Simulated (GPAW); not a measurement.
# The Rh L₃ excitation threshold of Rh (Rhodium, Fm-3m) under uniform strain

For each volume the threshold was computed as E(hole, excited electron kept) − E(ground) (GPAW, PBE, 13-atom cell, total energies on 5×5×5 k points, hole spin-paired). The values are raw (the 2p hole is the L₂/L₃ mean, without spin–orbit splitting); only their change is used. The threshold is the spectrum's zero, where absorption may be weak, not the visible edge.

| volume | ln(V/V₀) | threshold (eV) |
| --- | --- | --- |
| V × 0.94 | -0.06188 | 3040.490 |
| V × 0.97 | -0.03046 | 3040.414 |
| V × 1 | +0.00000 | 3040.339 |
| V × 1.03 | +0.02956 | 3040.265 |
| V × 1.06 | +0.05827 | ? |

The database entry behind the starting cell differs from later determinations by our own check (an axis about 0.2 % short against later determinations), so it need not match the best structure at ambient conditions.

Q: Fit a straight line in ln(V/V₀), give its slope, and predict the threshold at V × 1.06.

The means of the given rows are x̄ = -0.01570 and Ē = 3040.377 eV. Σ(x − x̄)(E − Ē) = -0.01143 and Σ(x − x̄)² = 0.004645, so the slope is -2.46 eV, and the line passes the given rows within 0.001 eV. At x = +0.05827 it gives 3040.377 + (-2.46) × (+0.07397) = 3040.195 eV. The run gives 3040.193 eV, a miss of +0.002 eV over a total move of -0.297 eV. The slope is the clamped-ion volume deformation potential of the Fermi level against the Rh 2p level, with the hole's relaxation included: the threshold falls by 0.025 eV for 1 % of expansion. The excited electron's band filling changes with volume too and isn't taken out.

[Hosts, paths, dates, database ids (printed as entryN), source tags and the programs' standing remarks are cut or masked in the printed files.]

[Lists of maxima count a maximum above −3 eV only where it reaches 4 % of the highest in the window and stands out from its surroundings by 2 % of it (1.5 % where it reaches 55 %); shoulders and weaker maxima are passed over, and of the rest the first, up to two pre-edge ones and the few strongest are named.]
